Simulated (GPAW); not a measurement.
# Quasiparticle gap of Bi2Te2Se (R-3m) in GPAW

How does a plane-wave GW calculation on Bi2Te2Se (R-3m) run from the first input to the gap?

Calculated with GPAW 26.7.0; LDA and many-body steps on it, plane waves.

Report form: inputs, costs, results and the conclusion, without the logs.

## 1. Starting point

Symmetry: R-3m, No. 166, trigonal system. The conventional cell has a = 4.322 Å, b = 4.322 Å, c = 31.757 Å, α = 90.00°, β = 90.00°, γ = 120.00°. Nearest to Bi lie 3 Te at 3.05 Å and 3 Se at 3.11 Å. Nearest to Te lie 3 Bi at 3.05 Å. Se has 6 Bi at 3.11 Å nearest. Farther neighbours, and contacts between anions beyond the nearest, are not listed.

Structure file:

```cif
data_structure
_symmetry_space_group_name_H-M 'R-3m:H'
_symmetry_Int_Tables_number 166
_cell_length_a 4.3219
_cell_length_b 4.3219
_cell_length_c 31.7567
_cell_angle_alpha 90.000
_cell_angle_beta 90.000
_cell_angle_gamma 120.000
_cell_volume 513.72
loop_
_atom_site_label
_atom_site_type_symbol
_atom_site_symmetry_multiplicity
_atom_site_Wyckoff_symbol
_atom_site_fract_x
_atom_site_fract_y
_atom_site_fract_z
_atom_site_occupancy
Bi1 Bi 6 c 0.66667 0.33333 0.94161 1
Te1 Te 6 c 0.33333 0.66667 0.88626 1
Se1 Se 3 a 0.00000 0.00000 0.00000 1
```

The cell and positions are those that the Materials Project relaxed with its own functionals (PBE, PBE+U or r2SCAN), kept fixed.

## 2. Ground state

This step: GPAW 26.7.0; DFT, LDA, plane waves, PAW.

The ground-state density comes first.

File run.py:

```python
import json
import numpy as np
from gpaw.mpi import world
from ase import Atoms
from gpaw import GPAW, PW, FermiDirac

atoms = Atoms(['Bi', 'Bi', 'Te', 'Te', 'Se'],
    cell=[[2.1609687617, 1.2476358963, 10.5855712543],
      [-2.1609687617, 1.2476358963, 10.5855712543],
      [0.0000000000, -2.4952717926, 10.5855712543]],
    scaled_positions=[[0.6082787600, 0.6082787600, 0.6082787600],
      [0.3917212400, 0.3917212400, 0.3917212400],
      [0.2195951300, 0.2195951300, 0.2195951300],
      [0.7804048700, 0.7804048700, 0.7804048700],
      [0.0000000000, 0.0000000000, 0.0000000000]],
    pbc=(True, True, True))
calc = GPAW(mode=PW(450),
    xc='LDA',
    kpts={'size': (6, 6, 6), 'gamma': True},
    occupations=FermiDirac(0.001),
    nbands=-8,
    convergence={'density': 1e-6, 'bands': -3},
    maxiter=100,
    txt='gs.txt')
atoms.calc = calc
res = {'energy': atoms.get_potential_energy()}
kpts = calc.get_ibz_k_points()
res['kpts'] = kpts
res['eigenvalues'] = [calc.get_eigenvalues(kpt=k) for k in range(len(kpts))]
res['n_electrons'] = calc.get_number_of_electrons()
calc.write('gs.gpw')

if world.rank == 0:
    with open('result.json', 'w') as f:
        json.dump(res, f, default=lambda x: x.tolist())
```

Launch:

```bash
> mpirun -n 8 gpaw python run.py
```

The job ended after 47 s (8 MPI ranks of Intel Xeon Platinum 8259CL at 2.50GHz (Skylake/Cascade Lake), shared host; peak memory 2.8 GiB).

Read from the output:

```yaml
total_energy: -23.92 eV
gap: 0.3440 eV
k_of_the_valence_top: 0, 0, 0
k_of_the_conduction_bottom: 0, 0, 0
least_direct_gap: 0.3440 eV
```

The gap is direct, at Γ.

## 3. Empty states on the mesh, 4×4×4 mesh, 586 bands

The sums over transitions need many empty states on a uniform mesh; this step solves for them.

File run.py:

```python
import json
import numpy as np
from gpaw.mpi import world
from gpaw import GPAW

calc = GPAW('gs.gpw').fixed_density(kpts={'size': (4, 4, 4), 'gamma': True},
    parallel={'domain': 1, 'band': 1},
    txt='nscf.txt')
calc.diagonalize_full_hamiltonian(nbands=586)
calc.write('full.gpw', mode='all')
res = {}
kpts = calc.get_ibz_k_points()
res['kpts'] = kpts
res['eigenvalues'] = [calc.get_eigenvalues(kpt=k) for k in range(len(kpts))]
res['n_electrons'] = calc.get_number_of_electrons()

if world.rank == 0:
    with open('result.json', 'w') as f:
        json.dump(res, f, default=lambda x: x.tolist())
```

Launch:

```bash
> mpirun -n 8 gpaw python run.py
```

The job ended after 2 min (8 MPI ranks; peak memory 10 GiB; 16 min of CPU time).

This step gave:

| Item | Value |
| --- | --- |
| gap | 0.3440 eV |
| k of the valence top | 0, 0, 0 |
| k of the conduction bottom | 0, 0, 0 |
| least direct gap | 0.3440 eV |
| k points computed | 13 |
| lowest point of the top converged band, above the valence top | 118.2044 eV |

On this mesh the gap is 0.344 eV.

## 4. Screening and self-energy, 4×4×4 mesh, 267 bands, screening to 78 eV

G0W0 replaces the xc potential by the self-energy, built once from these orbitals. Only a window of levels is corrected, while the sums run over the empty bands that the input names.

This step: G0W0 on LDA, plane waves, PAW.

File run.py:

```python
import json
import numpy as np
from gpaw.mpi import world
from gpaw.response.g0w0 import G0W0

gw = G0W0('full.gpw',
    filename='gw',
    kpts=[0],
    bands=(22, 26),
    ecut=78,
    nbands=267,
    integrate_gamma='WS',
    ppa=True)
gw.calculate()
res = {mode: {k: v for k, v in r.items() if k != 'sigma_eskwn'}
       for mode, r in gw.all_results.items()}

if world.rank == 0:
    with open('result.json', 'w') as f:
        json.dump(res, f, default=lambda x: x.tolist())
```

Launch:

```bash
> mpirun -n 8 gpaw python run.py
```

Run time: 23 min. Hardware: 8 MPI ranks; peak memory 8.9 GiB.

Numbers from this step:

| Property | Result |
| --- | --- |
| G0W0 gap on the mesh | 0.6120 eV |
| least direct G0W0 gap on the computed points | 0.6120 eV |
| Z at the valence top | 0.7776 |
| Z at the conduction bottom | 0.7932 |
| starting gap on the mesh | 0.3440 eV |
| k of the valence top | 0, 0, 0 |
| k of the conduction bottom | 0, 0, 0 |

The gap on the mesh goes from 0.34 eV to 0.61 eV, a correction of +0.27 eV.

Limits: finite bands, cutoff and mesh; model gap, bands may invert with spin-orbit coupling; no spin-orbit coupling. v1 is the top filled band, c1 the lowest empty one. The levels before and after the correction (eV, zero at the valence-band top of each column):

```csv
,conduction bottom,valence top
Kohn-Sham,0.34,0.00
G0W0,0.61,0.00
```

```csv
,level,energy (eV)
Kohn-Sham,Γ v2,-0.618
Kohn-Sham,Γ v1,0.000
Kohn-Sham,Γ c1,0.344
Kohn-Sham,Γ c2,1.336
G0W0,Γ v2,-0.803
G0W0,Γ v1,0.000
G0W0,Γ c1,0.612
G0W0,Γ c2,1.572
```

## 5. Where the time went

Times are wall times on 8 MPI ranks of Intel Xeon Platinum 8259CL at 2.50GHz (Skylake/Cascade Lake), shared host, good to a factor of about two.

```csv
step,time,share,memory (GiB)
ground state,47 s,3 %,2.8
empty states on the mesh,2 min,8 %,10
screening and self-energy,23 min,89 %,8.9
```

## 6. Results

| Item | Value |
| --- | --- |
| LDA gap | 0.34 eV, direct |
| G0W0 gap on the mesh | 0.61 eV |
| GW settings | 4×4×4 mesh, 267 bands, screening to 78 eV, Godby-Needs plasmon pole |
| known limits | short of the basis limit; model gap, bands may invert with spin-orbit coupling; no spin-orbit coupling |

In words: G0W0 moves the gap on the mesh from 0.34 eV to 0.61 eV (+0.27 eV), with Z of 0.78 and 0.79 at the edges. The dearest step here is «screening and self-energy». Bands and cutoff are finite, so the gap stands short of the basis limit, usually by up to a few tenths of an eV; the mesh is an error of its own. Where an edge is built on 6p states of lead, bismuth or thallium, scalar-relativistic gaps usually stand too wide, by a few tenths to over one eV. With atoms this heavy and so narrow a gap, spin-orbit coupling can invert the bands. These scalar-relativistic gaps are then model values, not to be set against experiment, and a spin-orbit change taken from DFT can't simply be added.

[Long decimals in the printed logs are rounded to 6 places.]

[Logs are printed without paths, hosts, clocks, repeated set-up lines and the standing remarks that a program may print on its own settings, such as how far it seeks lower states.]

[Paths, hosts, dates, memory and timing lines, banners, echoed tables and standing remarks are left out of the program output; an Ansatz launch command may be rebuilt from the run's recorded settings. Measured values are a selection of at most five: reports struck by readers or far from the other reports are left out. None is set beside runs whose start may be inverted or whose files or cutoffs have a known fault.]

[Runs of the session that timed out or met a known fault of the program may be left out.]

[Hosts, paths, dates, database ids (printed as entryN), source tags and the programs' standing remarks are cut or masked in the printed files.]

[Where the starting crystal was built by hand or by swapping elements, it need not be the compound's stable phase.]
